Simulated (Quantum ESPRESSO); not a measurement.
## LiF (Griceite): a mode Grüneisen parameter, worked out

By how much does an optical zone-centre mode of LiF (Griceite) shift under hydrostatic pressure?

Calculated with Quantum ESPRESSO 7.5; DFT LDA, scalar-relativistic, plane waves, PseudoDojo norm-conserving pseudopotentials.

### 1. The relaxed structure

Symmetry: Fm-3m, No. 225, cubic system. The conventional cell has a = 3.905 Å, b = 3.905 Å, c = 3.905 Å, α = 90.00°, β = 90.00°, γ = 90.00°. Nearest to Li lie 6 F at 1.95 Å. F has 6 Li at 1.95 Å nearest. Farther neighbours and most contacts between anions are not listed.

This is the cell after its relaxation at this level of theory, not the database cell from which that began.

### 2. Runs at several volumes

The relaxed cell is scaled uniformly; in this structure symmetry fixes all atoms, so nothing has to be relaxed anew. Each volume gets a ground state and a response at Γ. The mode followed is the highest one without the macroscopic field, of symmetry T1u; longitudinal polar modes lie higher. Cutoff 92 Ry, k mesh 12×12×12.

From the response at V/V₀ = 0.94:

Output:

```text
[banners, grids, parts of the stress and lines that vanish by symmetry left out]
Program PHONON v.7.5
     Reading xml data from directory:

[...]
Exchange-correlation= PW
                           (   1   4   0   0   0   0   0)
[...]
kinetic-energy cut-off    =      92.0000  Ry
     charge density cut-off    =     368.0000  Ry
     convergence threshold     =      1.0E-18
[...]
Exchange-correlation= PW
                           (   1   4   0   0   0   0   0)
[...]
q = (   0.0000000   0.0000000   0.0000000 )
     49 Sym.Ops. (with q -> -q+G )
     G cutoff =  243.5366  (  11191 G-vectors)     FFT grid: ( 32, 32, 32)
     number of k points=    72
[...]
Mode symmetry, O_h (m-3m)  point group:
[...]
Dielectric constant
[...]
End of electric fields calculation
          Dielectric constant in cartesian axis
          (       2.132320821      -0.000000000       0.000000000 )
          (      -0.000000000       2.132320821      -0.000000000 )
          (       0.000000000      -0.000000000       2.132320821 )
          Effective charges (d Force / dE) in cartesian axis without acoustic sum rule applied (asr)
           atom    1  Li    Mean Z*:        1.03500
      Ex  (        1.03500        0.00000       -0.00000 )
      Ey  (        0.00000        1.03500        0.00000 )
      Ez  (       -0.00000        0.00000        1.03500 )
           atom    2  F     Mean Z*:       -1.03497
      Ex  (       -1.03497        0.00000        0.00000 )
      Ey  (        0.00000       -1.03497       -0.00000 )
      Ez  (        0.00000       -0.00000       -1.03497 )
          Effective charges Sum: Mean:        0.00003
[...]
Effective charges (d Force / dE) in cartesian axis with asr applied:
           atom    1  Li    Mean Z*:        1.03499
[...]
atom    2  F     Mean Z*:       -1.03499
[...]
Representation #   1 modes #   1   2   3
[...]
End of self-consistent calculation
     Convergence has been achieved
     Representation #   2 modes #   4   5   6
[...]
End of self-consistent calculation
     Convergence has been achieved
[...]
Dielectric constant in cartesian axis
          (       2.132320821      -0.000000000       0.000000000 )
          (      -0.000000000       2.132320821      -0.000000000 )
          (       0.000000000      -0.000000000       2.132320821 )
          Effective charges (d Force / dE) in cartesian axis without acoustic sum rule applied (asr)
           atom    1  Li    Mean Z*:        1.03500
      Ex  (        1.03500        0.00000       -0.00000 )
      Ey  (        0.00000        1.03500        0.00000 )
      Ez  (       -0.00000        0.00000        1.03500 )
           atom    2  F     Mean Z*:       -1.03497
      Ex  (       -1.03497        0.00000        0.00000 )
      Ey  (        0.00000       -1.03497       -0.00000 )
      Ez  (        0.00000       -0.00000       -1.03497 )
          Effective charges Sum: Mean:        0.00003
[...]
Effective charges (d Force / dE) in cartesian axis with asr applied:
           atom    1  Li    Mean Z*:        1.03499
[...]
atom    2  F     Mean Z*:       -1.03499
[...]
q = (    0.000000000   0.000000000   0.000000000 )
[...]
freq (    1) =       0.085739 [THz] =       2.859947 [cm-1]
     freq (    2) =       0.085739 [THz] =       2.859947 [cm-1]
     freq (    3) =       0.085739 [THz] =       2.859947 [cm-1]
     freq (    4) =      11.952456 [THz] =     398.691025 [cm-1]
     freq (    5) =      11.952456 [THz] =     398.691025 [cm-1]
     freq (    6) =      11.952456 [THz] =     398.691025 [cm-1]
[...]
Mode symmetry, O_h (m-3m)  point group:
     freq (   1-   3) =          2.9  [cm-1]   --> T_1u G_15  G_4- I
     freq (   4-   6) =        398.7  [cm-1]   --> T_1u G_15  G_4- I

   JOB DONE.
```

One volume, V/V₀ = 0.97, is held back as a test.

| V/V₀ | volume (Å³/atom) | pressure (GPa) | ω (cm⁻¹) |
| --- | --- | --- | --- |
| 0.94 | 6.996 | 6.14 | 398.69 |
| 0.97 | 7.220 | 2.82 | held back |
| 1 | 7.443 | -0.01 | 342.87 |
| 1.03 | 7.666 | -2.43 | 316.50 |
| 1.06 | 7.890 | -4.49 | 290.90 |

### 3. The fit

The mode Grüneisen parameter is γ = −d ln ω / d ln V.

| ln(V/V₀) | ln ω |
| --- | --- |
| -0.0619 | 5.9882 |
| 0.0000 | 5.8374 |
| 0.0296 | 5.7573 |
| 0.0583 | 5.6730 |

A straight line through these points has the slope -2.607, so γ = 2.61; at V/V₀ = 0.97 it predicts ω = exp(5.8309 + 0.0794) = 368.81 cm⁻¹.

A parabola of pressure against ln V through V/V₀ = 0.97, 1 and 1.03 gives the bulk modulus B = −dP/d ln V = 87 GPa at V₀. With ω₀ from the fitted line the pressure coefficient follows as dω/dP = γ ω₀ / B = 2.61 × 340.7 / 87 = 10.2 cm⁻¹/GPa.

### 4. The run that was held back

Output:

```text
[banners, grids, parts of the stress and lines that vanish by symmetry left out]
[banner, memory and clock lines left out]
Program PHONON v.7.5

[...]
Exchange-correlation= PW
                           (   1   4   0   0   0   0   0)
[...]
kinetic-energy cut-off    =      92.0000  Ry
     charge density cut-off    =     368.0000  Ry
     convergence threshold     =      1.0E-18
[...]
Exchange-correlation= PW
                           (   1   4   0   0   0   0   0)
[...]
q = (   0.0000000   0.0000000   0.0000000 )
     49 Sym.Ops. (with q -> -q+G )
     G cutoff =  248.6911  (  11575 G-vectors)     FFT grid: ( 32, 32, 32)
     number of k points=    72
[...]
Mode symmetry, O_h (m-3m)  point group:
[...]
Dielectric constant
[...]
End of electric fields calculation
          Dielectric constant in cartesian axis
          (       2.122873014       0.000000000       0.000000000 )
          (       0.000000000       2.122873014       0.000000000 )
          (       0.000000000      -0.000000000       2.122873014 )
          Effective charges (d Force / dE) in cartesian axis without acoustic sum rule applied (asr)
           atom    1  Li    Mean Z*:        1.03848
      Ex  (        1.03848        0.00000       -0.00000 )
      Ey  (       -0.00000        1.03848        0.00000 )
      Ez  (       -0.00000        0.00000        1.03848 )
           atom    2  F     Mean Z*:       -1.03845
      Ex  (       -1.03845       -0.00000       -0.00000 )
      Ey  (       -0.00000       -1.03845        0.00000 )
      Ez  (       -0.00000        0.00000       -1.03845 )
[...]
Representation #   1 modes #   1   2   3
[...]
End of self-consistent calculation
     Convergence has been achieved
     Representation #   2 modes #   4   5   6
[...]
End of self-consistent calculation
     Convergence has been achieved
[...]
Dielectric constant in cartesian axis
          (       2.122873014       0.000000000       0.000000000 )
          (       0.000000000       2.122873014       0.000000000 )
          (       0.000000000      -0.000000000       2.122873014 )
          Effective charges (d Force / dE) in cartesian axis without acoustic sum rule applied (asr)
           atom    1  Li    Mean Z*:        1.03848
      Ex  (        1.03848        0.00000       -0.00000 )
      Ey  (       -0.00000        1.03848        0.00000 )
      Ez  (       -0.00000        0.00000        1.03848 )
           atom    2  F     Mean Z*:       -1.03845
      Ex  (       -1.03845       -0.00000       -0.00000 )
      Ey  (       -0.00000       -1.03845        0.00000 )
      Ez  (       -0.00000        0.00000       -1.03845 )
          Effective charges Sum: Mean:        0.00003
[...]
Effective charges (d Force / dE) in cartesian axis with asr applied:
           atom    1  Li    Mean Z*:        1.03846
[...]
atom    2  F     Mean Z*:       -1.03846
[...]
q = (    0.000000000   0.000000000   0.000000000 )
[...]
freq (    1) =       0.059794 [THz] =       1.994516 [cm-1]
     freq (    2) =       0.059794 [THz] =       1.994516 [cm-1]
     freq (    3) =       0.059794 [THz] =       1.994516 [cm-1]
     freq (    4) =      11.098715 [THz] =     370.213288 [cm-1]
     freq (    5) =      11.098715 [THz] =     370.213288 [cm-1]
     freq (    6) =      11.098715 [THz] =     370.213288 [cm-1]
[...]
Mode symmetry, O_h (m-3m)  point group:
     freq (   1-   3) =          2.0  [cm-1]   --> T_1u G_15  G_4- I
     freq (   4-   6) =        370.2  [cm-1]   --> T_1u G_15  G_4- I
```

It gives 370.21 cm⁻¹ against the predicted 368.81 cm⁻¹, a miss of 1 cm⁻¹.

### 5. Outcome

| Item | Value |
| --- | --- |
| mode Grüneisen parameter | 2.607 |
| bulk modulus | 87.3 GPa |
| pressure coefficient | 10.2 cm⁻¹/GPa |

What this shows: The highest optical mode of LiF (Griceite) without the LO-TO term stiffens by 10.2 cm⁻¹ a GPa near the relaxed volume, with γ = 2.61. The power law meets all 5 runs within 0.65 %; between neighbouring volumes γ runs from 2.36 to 2.94. Such a coefficient turns a measured shift of this mode into a hydrostatic stress; uniaxial or biaxial stress splits the mode and needs deformation potentials. These are harmonic values at zero temperature for the structure held cubic, which a run at Γ can't show to be stable; the bulk modulus rests on three points.

[Host names and launcher messages were left out of these logs when they were recorded.]

[Logs are printed without paths, hosts, clocks, repeated set-up lines and the standing remarks that a program may print on its own settings, such as how far it seeks lower states.]

[Hosts, paths, dates, database ids (printed as entryN), source tags and the programs' standing remarks are cut or masked in the printed files.]
